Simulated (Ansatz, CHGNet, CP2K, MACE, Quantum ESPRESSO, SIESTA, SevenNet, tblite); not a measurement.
## CP2K runs on Na+ TFSI- in propylene carbonate and ethylene carbonate at 330 K (114 atoms)

Wanted: CP2K inputs and outputs for Na+ TFSI- in propylene carbonate and ethylene carbonate at 330 K (114 atoms), checked against a plane-wave reference.

Main program and level: CP2K 2026.2; the method is named at each step.

## Step 1: Starting point

The cell holds 114 atoms: 2 N, 4 S, 29 O, 29 C, 12 F, 36 H and 2 Na. Its edges and angles: a = 11.218 Å, b = 11.218 Å, c = 11.218 Å, α = 90.0°, β = 90.0°, γ = 90.0°. 4 propylene carbonate, 3 ethylene carbonate, 2 Na+, 2 TFSI- placed at random, at 1.5 g/cm³; overlaps pushed apart, then 10 ps at 550 K with Joung-Cheatham ions (J. Phys. Chem. B 112, 9020 (2008)); MMFF94 bonds, angles, torsions, charges and radii (Halgren, J. Comput. Chem. 17, 490 (1996)) in harmonic and 12-6 forms; charges of ions scaled by 0.8. Snapshot after 30 ps at 330 K and fixed volume. Then every atom was moved at random, 0.05 Å r.m.s. a Cartesian component (hydrogen 0.6 of that).

The yardstick, on the same geometry:

```
method                                           : Kohn-Sham DFT, PBE, PAW, plane waves (Ansatz 0.2.0); cutoff 420 eV, Γ point, fermi-dirac smearing of 0.05 eV; PAW set soft_2
r.m.s. force component                           : 3.036 eV/Å
longest force                                    : 18.61 eV/Å
pressure                                         : 6.008 GPa
gap (highest filled to lowest empty level) : 3.776 eV
SCF cycles                                       : 11
time                                             : 8.8 s on 8 threads of Arm Neoverse V2, shared host
CPU time                                         : 64 s
```

## Step 2: PBE, DZVP-MOLOPT-SR, 800/50 Ry, diagonalisation

Method: Kohn-Sham DFT, PBE, GTH-PBE pseudopotentials, Gaussian and plane waves, DZVP-MOLOPT-SR-GTH, diagonalisation.

input.inp reads:

```
&GLOBAL
  PROJECT cell
  RUN_TYPE ENERGY_FORCE
  PRINT_LEVEL LOW
&END GLOBAL
&FORCE_EVAL
  METHOD QS
  STRESS_TENSOR ANALYTICAL
  &DFT
    BASIS_SET_FILE_NAME BASIS_MOLOPT
    POTENTIAL_FILE_NAME GTH_POTENTIALS
    &MGRID
      CUTOFF 800
      REL_CUTOFF 50
      NGRIDS 5
    &END MGRID
    &QS
      EPS_DEFAULT 1.0E-12
    &END QS
    &SCF
      SCF_GUESS ATOMIC
      EPS_SCF 1.0E-06
      MAX_SCF 200
      ADDED_MOS 14
      &DIAGONALIZATION
        ALGORITHM STANDARD
      &END DIAGONALIZATION
      &SMEAR ON
        METHOD FERMI_DIRAC
        ELECTRONIC_TEMPERATURE [K] 580
      &END SMEAR
      &MIXING
        METHOD BROYDEN_MIXING
        ALPHA 0.3
        NBROYDEN 8
      &END MIXING
      &PRINT
        &RESTART OFF
        &END RESTART
      &END PRINT
    &END SCF
    &XC
      &XC_FUNCTIONAL PBE
      &END XC_FUNCTIONAL
    &END XC
    &PRINT
      &MULLIKEN ON
      &END MULLIKEN
      &LOWDIN ON
      &END LOWDIN
      &MO ON
        EIGENVALUES T
        OCCUPATION_NUMBERS T
        MO_INDEX_RANGE 220 243
        &EACH
          QS_SCF 0
        &END EACH
        ADD_LAST NUMERIC
      &END MO
    &END PRINT
  &END DFT
  &SUBSYS
    &CELL
      A 11.21847 0.00000 0.00000
      B 0.00000 11.21847 0.00000
      C 0.00000 0.00000 11.21847
    &END CELL
    &COORD
      SCALED
      N 0.45818 0.52832 0.44128
      S 0.55290 0.59488 0.34800
      O 0.66140 0.59671 0.39742
      O 0.50799 0.68966 0.28813
      C 0.54940 0.47617 0.23739
      F 0.46167 0.40795 0.25158
      F 0.52748 0.51214 0.12485
      F 0.65197 0.41534 0.23012
      S 0.54263 0.44494 0.52482
      O 0.63212 0.39160 0.47942
      O 0.46655 0.37212 0.59680
      C 0.59548 0.55994 0.63111
      F 0.52539 0.66672 0.61929
      F 0.71268 0.58381 0.61571
      F 0.60530 0.51697 0.74992
      N 0.76892 0.05632 0.67292
      S 0.88388 0.95778 0.70701
      O 0.89801 0.85210 0.64766
      O 0.90127 0.93450 0.83201
      C 0.00633 0.06955 0.67861
      F 0.01235 0.07278 0.54677
      F 0.00009 0.17863 0.70710
      F 0.11574 0.02312 0.69723
      S 0.66336 0.96694 0.66919
      O 0.65997 0.87987 0.57108
      O 0.56052 0.03852 0.66813
      C 0.65176 0.87548 0.81142
      F 0.54483 0.83178 0.83079
      F 0.68385 0.93697 0.90888
      F 0.70983 0.77945 0.81252
      C 0.00417 0.40085 0.44955
      C 0.13745 0.41338 0.39258
      C 0.13121 0.32326 0.29268
      O 0.15872 0.20978 0.35659
      C 0.22519 0.23770 0.45585
      O 0.28022 0.16807 0.51876
      O 0.21647 0.36590 0.47998
      H 0.93172 0.44608 0.39556
      H 0.99134 0.31215 0.47835
      H 0.01721 0.46235 0.53484
      H 0.16512 0.49963 0.36964
      H 0.05199 0.31762 0.25206
      H 0.20513 0.32982 0.23404
      C 0.33343 0.89947 0.55951
      C 0.26907 0.81628 0.47799
      C 0.25569 0.85151 0.36145
      O 0.14490 0.77080 0.33286
      C 0.08919 0.73959 0.43719
      O 0.99990 0.70457 0.44796
      O 0.16012 0.79119 0.52626
      H 0.41447 0.93309 0.50762
      H 0.26527 0.97948 0.55988
      H 0.34110 0.87046 0.65341
      H 0.32556 0.72507 0.47635
      H 0.21663 0.93327 0.35549
      H 0.31028 0.83271 0.29704
[... 54 atom lines left out ...]
      H 0.69377 0.22547 0.05940
      H 0.73816 0.16859 0.92564
      Na 0.79243 0.75379 0.49499
      Na 0.42241 0.17981 0.68145
    &END COORD
    &KIND N
      BASIS_SET DZVP-MOLOPT-SR-GTH-q5
      POTENTIAL GTH-PBE-q5
    &END KIND
    &KIND S
      BASIS_SET DZVP-MOLOPT-SR-GTH-q6
      POTENTIAL GTH-PBE-q6
    &END KIND
    &KIND O
      BASIS_SET DZVP-MOLOPT-SR-GTH-q6
      POTENTIAL GTH-PBE-q6
    &END KIND
    &KIND C
      BASIS_SET DZVP-MOLOPT-SR-GTH-q4
      POTENTIAL GTH-PBE-q4
    &END KIND
    &KIND F
      BASIS_SET DZVP-MOLOPT-SR-GTH-q7
      POTENTIAL GTH-PBE-q7
    &END KIND
    &KIND H
      BASIS_SET DZVP-MOLOPT-SR-GTH-q1
      POTENTIAL GTH-PBE-q1
    &END KIND
    &KIND Na
      BASIS_SET DZVP-MOLOPT-SR-GTH-q9
      POTENTIAL GTH-PBE-q9
    &END KIND
  &END SUBSYS
  &PRINT
    &FORCES ON
    &END FORCES
    &STRESS_TENSOR ON
    &END STRESS_TENSOR
  &END PRINT
&END FORCE_EVAL
```

Started as:

```sh
$ OMP_NUM_THREADS=1 mpirun -np 4 cp2k.psmp -i input.inp > output.txt
```

Numbers of over 12 decimals in the logs are rounded to 6 here.

What it wrote:

```text
CP2K| version string:                                       CP2K version 2026.2
 CP2K| Input file name                                                 input.inp
 GLOBAL| Basis set file name                                        BASIS_MOLOPT
 GLOBAL| Potential file name                                      GTH_POTENTIALS
 GLOBAL| Run type                                                   ENERGY_FORCE
 GLOBAL| Total number of message passing processes                             4
 GLOBAL| Number of threads for this process                                    1
 TOTAL NUMBERS AND MAXIMUM NUMBERS
  Total number of            - Atomic kinds:                                   7
                             - Atoms:                                        114
                             - Shell sets:                                   114
                             - Shells:                                       498
                             - Primitive Cartesian functions:                570
                             - Cartesian basis functions:                   1262
                             - Spherical basis functions:                   1186
  Maximum angular momentum of- Orbital basis functions:                        2
                             - Local part of the GTH pseudopotential:          2
                             - Non-local part of the GTH pseudopotential:      2
 SCF PARAMETERS         Density guess:                                    ATOMIC
                        max_scf:                                             200
                        eps_scf:                                        1.00E-06
                        added MOs                                        14    0
                        Mixing method:                            BROYDEN_MIXING
                                                charge density mixing in g-space
                        Smear method:                                FERMI_DIRAC
                        Electronic temperature [K]:                        580.0
                        Electronic temperature [a.u.]:                  1.84E-03
                        Accuracy threshold:                             1.00E-10
 Extrapolation method: initial_guess
 Number of electrons:                                                        462
 Number of occupied orbitals:                                                231
 Number of molecular orbitals:                                               245
 Number of orbital functions:                                               1186
 Number of independent orbital functions:                                   1186
 SCF WAVEFUNCTION OPTIMIZATION
  Step     Update method      Time    Convergence         Total energy    Change
     1 NoMix/Diag. 0.30E+00    3.1     1.09200814     -1095.8746034122 -1.10E+03
     2 Broy./Diag. 0.30E+00    4.0     0.36172066     -1049.8558018510  4.60E+01
     3 Broy./Diag. 0.30E+00    4.0     0.09194512     -1088.8324240817 -3.90E+01
     4 Broy./Diag. 0.30E+00    4.0     0.02394624     -1097.8658548633 -9.03E+00
     5 Broy./Diag. 0.30E+00    4.0     0.03401696     -1098.1357899638 -2.70E-01
     6 Broy./Diag. 0.30E+00    4.0     0.01348057     -1098.2629011821 -1.27E-01
     7 Broy./Diag. 0.30E+00    4.0     0.00668775     -1097.7318326532  5.31E-01
[...]
17 Broy./Diag. 0.30E+00    4.1     0.00000185     -1097.7491982302  2.16E-04
    18 Broy./Diag. 0.30E+00    4.1     0.00000139     -1097.7491525769  4.57E-05
    19 Broy./Diag. 0.30E+00    4.1     0.00000060     -1097.7491773889 -2.48E-05
  *** SCF run converged in    19 steps ***
  Electronic density on regular grids:       -461.9999999883        0.0000000117
  Core density on regular grids:              461.9999999998       -0.0000000002
  Total charge density on r-space grids:        0.0000000115
  Total charge density g-space grids:           0.0000000115
  Overlap energy of the core charge distribution:               5.72715e-05
  Self energy of the core charge distribution:              -2813.806255
  Core Hamiltonian energy:                                    811.048779
  Hartree energy:                                            1156.139431
  Exchange-correlation energy:                               -251.131189
  Electronic entropic energy:                                  -0.000000
  Fermi energy:                                                 0.052662
  Total energy:                                             -1097.749177
  Total energy (extrapolated to T->0):                      -1097.749177
 MO| EIGENVALUES AND OCCUPATION NUMBERS
 MO|
 MO|  Index      Eigenvalue [a.u.]        Eigenvalue [eV]             Occupation
 MO|    220              -0.063310              -1.722743               2.000000
 MO|    221              -0.057526              -1.565359               2.000000
 MO|    222              -0.055291              -1.504544               2.000000
 MO|    223              -0.051443              -1.399844               2.000000
 MO|    224              -0.049634              -1.350597               2.000000
 MO|    225              -0.048730              -1.326005               2.000000
[...]
MO|    241               0.187372               5.098663               0.000000
 MO|    242               0.190138               5.173923               0.000000
 MO|    243               0.192612               5.241234               0.000000
 MO| Sum:                                                             462.000000
 MO| E(Fermi):            0.052662 a.u.          1.433016 eV
 MO| Band gap:            0.138655 a.u.          3.772983 eV
 !-----------------------------------------------------------------------------!
                     Mulliken Population Analysis
 #  Atom  Element  Kind  Atomic population                           Net charge
       1     N        1          5.542417                             -0.542417
       2     S        2          5.429634                              0.570366
       3     O        3          6.259953                             -0.259953
       4     O        3          6.230690                             -0.230690
       5     C        4          3.863785                              0.136215
       6     F        5          7.050832                             -0.050832
[...]
# Total charge                            462.000000                 -0.000000
 !-----------------------------------------------------------------------------!
 LOWDIN POPULATION ANALYSIS
 #  Atom  Element  Kind  Atomic population                           Net charge
[...]
112     H        6          0.943143                              0.056857
     113     Na       7          8.478406                              0.521594
     114     Na       7          8.391011                              0.608989
 # Total charge                            462.000000                 -0.000000
 ENERGY| Total FORCE_EVAL ( QS ) energy [hartree]          -1097.749183
 FORCES| Atomic forces [hartree/bohr]
 FORCES|   Atom     x               y               z               |f|
 FORCES|      1  2.70646710E-02  9.41716000E-03 -6.93666980E-03   2.94838381E-02
 FORCES|      2 -1.43903023E-01 -1.28663838E-01  1.13850947E-03   1.93038233E-01
 FORCES|      3  1.95921372E-01  2.93922007E-02  6.26583266E-02   2.07786312E-01
 FORCES|      4 -6.32322962E-02  1.22953719E-01 -6.39623027E-02   1.52338822E-01
 FORCES|      5  4.11665804E-02  3.46347983E-02 -4.62975683E-02   7.09769077E-02
 FORCES|      6 -7.29544742E-02 -8.32913680E-02  3.72512309E-02   1.16822350E-01
[...]
FORCES|    112  2.52812073E-03 -3.85902421E-02 -3.29188983E-02   5.07863372E-02
 FORCES|    113 -5.69408477E-03  1.74568672E-03 -2.12255837E-03   6.32260054E-03
 FORCES|    114 -9.73077373E-03  8.43226873E-03  8.78197429E-03   1.55857045E-02
 FORCES| Sum    -2.16013100E-02  1.29062072E-02  2.25818594E-04
 FORCES| Total atomic force                                       2.51642162E-02
 STRESS| Analytical stress tensor [bar]
 STRESS|                        x                   y                   z
 STRESS|      x        8.58630664516E+04  -1.12633019038E+04  -5.10049112310E+03
 STRESS|      y       -1.12633019038E+04   6.54962705804E+04  -7.18444867182E+02
 STRESS|      z       -5.10049112310E+03  -7.18444867182E+02   5.82068197047E+04
 STRESS| 1/3 Trace                                             6.98553855789E+04
```

Wall time 86 s (4 MPI ranks of Arm Neoverse V2, shared host); peak memory 6.3 GiB; 5.7 min of CPU time.

Banners, paths, timers and routine set-up lines are dropped from the logs unmarked, and long logs keep their key lines alone; longer cuts are marked.

Against the reference:

| Property | Result |
| --- | --- |
| r.m.s. force component | 3.176 eV/Å |
| r.m.s. difference of force components | 234.7 meV/Å |
| longest difference of force vectors | 1318 meV/Å |
| force difference over r.m.s. force | 7.732 % |
| slope of forces against the reference's | 1.044 |
| correlation of force components | 0.9982 |
| gap (highest filled to lowest empty level) | 3.773 eV |
| gap difference | -0.0035 eV |
| pressure | 6.986 GPa |
| pressure difference | 0.9775 GPa |

Length of the force difference by element (eV/Å):

```
element  atoms   mean  most
      C     29   0.41   1.1
      F     12   0.49  0.78
      H     36  0.064  0.22
      N      2  0.082  0.13
     Na      2   0.59  0.84
      O     29   0.42   1.3
      S      4   0.52  0.63
```

Levels nearest the highest filled one (eV from it): -0.98, -0.82, -0.76, -0.65, -0.60, -0.58, -0.48, -0.48, -0.30, -0.21, -0.14, 0.00, 3.77, 4.27, 4.49, 4.90, 5.00, 5.17, 5.38, 5.46, 5.54, 5.84, 5.92, 5.99.

The surroundings of S9, which bears the longest force, nearest first, numbered as they follow in the input and with coordinates relative to it.

```
atom      x      y      z  distance (Å)  Mulliken charge (e)      Fx     Fy  Fz (eV/Å)
  S9   0.00   0.00   0.00          0.00                 0.50  -15.33   8.72       7.01
 O10   1.00  -0.60  -0.51          1.27                -0.04   15.04  -8.59      -7.39
 O11  -0.85  -0.82   0.81          1.43                -0.40   -1.47  -0.75       1.35
  N1  -0.95   0.94  -0.94          1.63                -0.54    1.39   0.48      -0.36
 C12   0.59   1.29   1.19          1.85                 0.18    0.34   0.38       1.82
  O3   1.33   1.70  -1.43          2.59                -0.26   10.07   1.51       3.22
  S2   0.12   1.68  -1.98          2.60                 0.57   -7.40  -6.62       0.06
 F14   1.91   1.56   1.02          2.67                -0.12    0.74   0.99      -0.98
 F13  -0.19   2.49   1.06          2.71                -0.13    1.72  -2.03       1.24
 F15   0.70   0.81   2.53          2.74                -0.14   -1.94   0.57      -0.99
```

Forces lie 7.7 % from the reference's, at 5.4 times its CPU time (on 4 against 8 cores).

The forces add up to 1.3 eV/Å instead of zero, usually a sign of too coarse a grid.

[end of part 1 of 3]

[Also dropped from logs without a mark: logging warnings of Python, and SIESTA's first energy breakdown and zero terms.]

[Logs are printed without paths, hosts, clocks, repeated set-up lines and the standing remarks that a program may print on its own settings, such as how far it seeks lower states.]

[Hosts, paths, dates, database ids (printed as entryN), source tags and the programs' standing remarks are cut or masked in the printed files.]

[The MMFF94 radii named for the starting cell were scaled by 0.96; in molecules described by MMFF94, hydrogen bound to N, O or S took a small fixed 12-6 site in their place.]
